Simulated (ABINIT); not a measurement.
# SrNiF6 (R-3m): G0W0 on several meshes in ABINIT

How does the mesh move the gap of SrNiF6 (R-3m)?

Main program and level: ABINIT 10.8.3; LDA and many-body steps on it, plane waves.

Report form: the programs' logs are mostly left out.

## (1) The starting structure

The structure is trigonal, space group R-3m (No. 166). Conventional cell: a = 7.074 Å, b = 7.074 Å, c = 6.656 Å, α = 90.00°, β = 90.00°, γ = 120.00°. Nearest to Sr lie 12 F at 2.61 to 2.72 Å. Nearest to Ni lie 6 F at 1.80 Å. Nearest to F lie 1 Ni at 1.80 Å and 2 Sr at 2.61 to 2.72 Å. Farther neighbours and most contacts between anions are not listed.

Coordinates:

```cif
data_structure
_symmetry_space_group_name_H-M 'R-3m:H'
_symmetry_Int_Tables_number 166
_cell_length_a 7.0740
_cell_length_b 7.0740
_cell_length_c 6.6560
_cell_angle_alpha 90.000
_cell_angle_beta 90.000
_cell_angle_gamma 120.000
_cell_volume 288.45
loop_
_atom_site_label
_atom_site_type_symbol
_atom_site_symmetry_multiplicity
_atom_site_Wyckoff_symbol
_atom_site_fract_x
_atom_site_fract_y
_atom_site_fract_z
_atom_site_occupancy
Sr1 Sr 3 b 0.00000 0.00000 0.50000 1
Ni1 Ni 3 a 0.00000 0.00000 0.00000 1
F1 F 18 h 0.78667 0.21333 0.48933 1
```

The cell and positions come from the Crystallography Open Database and are kept as given unless a step says otherwise.

## (2) Empty states on the mesh, 2×2×2 mesh, 209 bands

This step: ABINIT 10.8.3; DFT, LDA, plane waves, norm-conserving pseudopotentials.

The sums over transitions need many empty states on a uniform mesh; this step solves for them.

Contents of run.abi:

```
acell 3*1.0 Angstrom
rprim 
  3.536999999979 2.042087902112 2.218666666700
  -3.536999999979 2.042087902112 2.218666666700
  -0.000000000000 -4.084175804224 2.218666666700
ntypat 3
znucl 38 28 9
natom 8
typat 1 2 3 3 3 3 3 3
xred 
  0.500000000000 0.500000000000 0.500000000000
  0.000000000000 0.000000000000 0.000000000000
  0.276000000000 0.916000000000 0.276000000000
  0.276000000000 0.276000000000 0.916000000000
  0.916000000000 0.276000000000 0.276000000000
  0.724000000000 0.084000000000 0.724000000000
  0.084000000000 0.724000000000 0.724000000000
  0.724000000000 0.724000000000 0.084000000000
pp_dirpath "pseudos"
pseudos "Sr.upf, Ni.upf, F.upf"
ecut 45
ngkpt 2 2 2
nshiftk 1
shiftk 0 0 0
kptopt 1
chksymbreak 0
iscf -2
irdden 1
istwfk *1
nband 209
nbdbuf 18
tolwfr 1e-09
nstep 60
prtvol 0
indata_prefix "in"
outdata_prefix "out"
tmpdata_prefix "tmp"
```

On the command line:

```
> OMP_NUM_THREADS=1 mpirun -n 4 abinit run.abi > log
```

The job ended after 2.1 min (4 MPI ranks of Arm Neoverse N1, shared host; peak memory 0.54 GiB; 8.3 min of CPU time).

Numbers from this step:

| Quantity | Value |
| --- | --- |
| gap | 0.9919 eV |
| k of the valence top | 0.5, 0.5, 0 |
| k of the conduction bottom | 0, 0, 0 |
| least direct gap | 0.9984 eV |
| k points computed | 4 |
| lowest point of the top converged band, above the valence top | 74.8765 eV |

On this mesh the gap is 0.992 eV.

The density comes from a self-consistent run that is not shown.

## (3) Screening, 2×2×2 mesh, 98 bands, screening to 114.3 eV

The RPA dielectric matrix is built and inverted for each q.

This step: RPA screening on LDA, plane waves, norm-conserving pseudopotentials.

Edit run.abi of step 2 so:

```diff
@@ -26,10 +26,11 @@
 chksymbreak 0
-iscf -2
-irdden 1
 istwfk *1
-nband 209
-nbdbuf 18
-tolwfr 1e-09
-nstep 60
-prtvol 0
+occopt 1
+irdwfk 1
+optdriver 3
+nband 98
+ecuteps 4.2
+inclvkb 2
+awtr 1
+symchi 1
 indata_prefix "in"
```

Wall time 51 s (4 MPI ranks); peak memory 1.3 GiB.

This step gave:

| Item | Value |
| --- | --- |
| ε∞ with local fields, on this mesh, along the program's q direction | 3.666 |
| the same without local fields | 4.579 |
| plasma frequency | 31.68 eV |
| plane waves in the screening matrix | 255 |

Local fields lower ε∞ by 20 %. On a Γ-centred mesh this coarse the value itself is usually too large, while a short band sum pulls it down.

## (4) 2×2×2

The self-energy is evaluated for the states that the input lists, and the levels follow from it, in one-shot runs by the linearised quasiparticle equation.

This step: G0W0 on LDA, plane waves, norm-conserving pseudopotentials.

Edit run.abi of step 3 so:

```diff
@@ -29,8 +29,17 @@
 irdwfk 1
-optdriver 3
+optdriver 4
 nband 98
+gwcalctyp 0
+ecutsigx 45
+symsigma 1
+nkptgw 2
+kptgw 
+  0.5000000000 0.5000000000 0.0000000000
+  0.0000000000 0.0000000000 0.0000000000
+bdgw 
+  34 37
+  34 37
 ecuteps 4.2
-inclvkb 2
-awtr 1
-symchi 1
+irdscr 1
+ppmodel 1
 indata_prefix "in"
```

Run time: 12 s. Hardware: 4 MPI ranks; peak memory 0.98 GiB; 50 s of CPU time.

This step gave:

```
G0W0 gap on the points computed              : 3.476 eV
starting gap on the mesh                     : 0.9919 eV
k of the valence top                         : 0.5, 0.5, 0
k of the conduction bottom                   : 0.5, 0.5, 0
Z at the valence top                         : 0.737
Z at the conduction bottom                   : 0.736
least direct G0W0 gap on the computed points : 3.476 eV
```

The gap on the mesh goes from 0.99 eV to 3.48 eV, a correction of +2.48 eV.

## (5) Empty states on the mesh, 4×4×4 mesh, 106 bands

This step: DFT, LDA, plane waves, norm-conserving pseudopotentials.

Edit run.abi of step 4 so:

```diff
@@ -21,3 +21,3 @@
 ecut 45
-ngkpt 2 2 2
+ngkpt 4 4 4
 nshiftk 1
@@ -26,20 +26,10 @@
 chksymbreak 0
+iscf -2
+irdden 1
 istwfk *1
-occopt 1
-irdwfk 1
-optdriver 4
-nband 98
-gwcalctyp 0
-ecutsigx 45
-symsigma 1
-nkptgw 2
-kptgw 
-  0.5000000000 0.5000000000 0.0000000000
-  0.0000000000 0.0000000000 0.0000000000
-bdgw 
-  34 37
-  34 37
-ecuteps 4.2
-irdscr 1
-ppmodel 1
+nband 106
+nbdbuf 8
+tolwfr 1e-09
+nstep 60
+prtvol 0
 indata_prefix "in"
```

It took 3.1 min on 4 MPI ranks; peak memory 0.55 GiB; 12 min of CPU time.

This step gave:

| Item | Value |
| --- | --- |
| gap | 0.9919 eV |
| k of the valence top | 0.5, 0.5, 0 |
| k of the conduction bottom | 0, 0, 0 |
| least direct gap | 0.9984 eV |
| k points computed | 13 |
| lowest point of the top converged band, above the valence top | 41.26 eV |

On this mesh the gap is 0.992 eV.

## (6) Screening, 4×4×4 mesh, 98 bands, screening to 114.3 eV

This step: RPA screening on LDA, plane waves, norm-conserving pseudopotentials.

Edit run.abi of step 5 so:

```diff
@@ -26,10 +26,11 @@
 chksymbreak 0
-iscf -2
-irdden 1
 istwfk *1
-nband 106
-nbdbuf 8
-tolwfr 1e-09
-nstep 60
-prtvol 0
+occopt 1
+irdwfk 1
+optdriver 3
+nband 98
+ecuteps 4.2
+inclvkb 2
+awtr 1
+symchi 1
 indata_prefix "in"
```

The job ended after 8 min (4 MPI ranks; peak memory 2.9 GiB).

Numbers from this step:

```
ε∞ with local fields, on this mesh, along the program's q direction : 3.799
the same without local fields                                       : 4.670
plasma frequency                                                    : 31.68 eV
plane waves in the screening matrix                                 : 255
```

## (7) 4×4×4

This step: G0W0 on LDA, plane waves, norm-conserving pseudopotentials.

Edit run.abi of step 6 so:

```diff
@@ -29,8 +29,17 @@
 irdwfk 1
-optdriver 3
+optdriver 4
 nband 98
+gwcalctyp 0
+ecutsigx 45
+symsigma 1
+nkptgw 2
+kptgw 
+  0.5000000000 0.5000000000 0.0000000000
+  0.0000000000 0.0000000000 0.0000000000
+bdgw 
+  34 37
+  34 37
 ecuteps 4.2
-inclvkb 2
-awtr 1
-symchi 1
+irdscr 1
+ppmodel 1
 indata_prefix "in"
```

Run time: 33 s. Hardware: 4 MPI ranks; peak memory 2.1 GiB.

This step gave:

```yaml
g0w0_gap_on_the_points_computed: 3.645 eV
starting_gap_on_the_mesh: 0.9919 eV
k_of_the_valence_top: 0.5, 0.5, 0
k_of_the_conduction_bottom: 0.5, 0.5, 0
z_at_the_valence_top: 0.738
z_at_the_conduction_bottom: 0.741
least_direct_g0w0_gap_on_the_computed_points: 3.645 eV
```

Against G0W0 in ABINIT (2×2×2 mesh, 98 bands, screening to 114.3 eV, Godby-Needs plasmon pole), the gap moves by +0.169 eV.

## (8) The runs together

Times are wall times on 4 MPI ranks of Arm Neoverse N1, shared host, good to a factor of about two. A run's time includes the screening step that it read.

```csv
run,mesh,bands,screening cutoff (eV),DFT gap (eV),gap on the mesh (eV),direct (eV),ε∞ used,time
2×2×2,2×2×2,98,114.3,0.992,3.476,3.476,3.67,64 s
4×4×4,4×4×4,98,114.3,0.992,3.645,3.645,3.80,8.6 min
```

## (9) Outcome

| Item | Value |
| --- | --- |
| 2×2×2 | 3.476 eV |
| 4×4×4 | 3.645 eV |
| known limits | not at the basis limit; no spin polarisation; d states lean on the start; no spin-orbit coupling; coarse k mesh |

4×4×4: +0.169 eV against 2×2×2. Bands and cutoff are finite, so the gap is not at the basis limit. The miss can reach some tenths of an eV and take either sign; the mesh is an error of its own. In the first G0W0 run levels were corrected at 2 k points alone, so a gap called «on the mesh» is the least over those, and an edge elsewhere would be missed. The 2×2×2 mesh is coarse for this cell, which bears on the long-range parts of exchange and screening. The runs have no spin polarisation. For a closed low-spin shell that is the natural state; where a d or f shell is open it is a constraint, and the gap is then not the crystal's own. With d states at the gap, one-shot GW leans hard on its start. The many-body steps are scalar-relativistic: spin-orbit coupling is not in them.

[Paths, hosts, dates, memory and timing lines, banners, echoed tables and standing remarks are left out of the program output.]

[Logs are printed without paths, hosts, clocks, repeated set-up lines and the standing remarks that a program may print on its own settings, such as how far it seeks lower states.]

[Runs of the session that timed out or met a known fault of the program may be left out.]

[No measured gap is set beside runs whose start may be inverted or whose files or cutoffs have a known fault.]

[Hosts, paths, dates, database ids (printed as entryN), source tags and the programs' standing remarks are cut or masked in the printed files.]

[G0W0 gaps are taken among the corrected bands and points alone; a level outside them can change the order at an edge.]

[Where Ansatz stands beside ABINIT at settings called matched, ABINIT's density can come from a denser mesh and the files from another edition; pairs whose starting gaps differed by over 0.03 eV were left out, so agreement reads better than it is.]
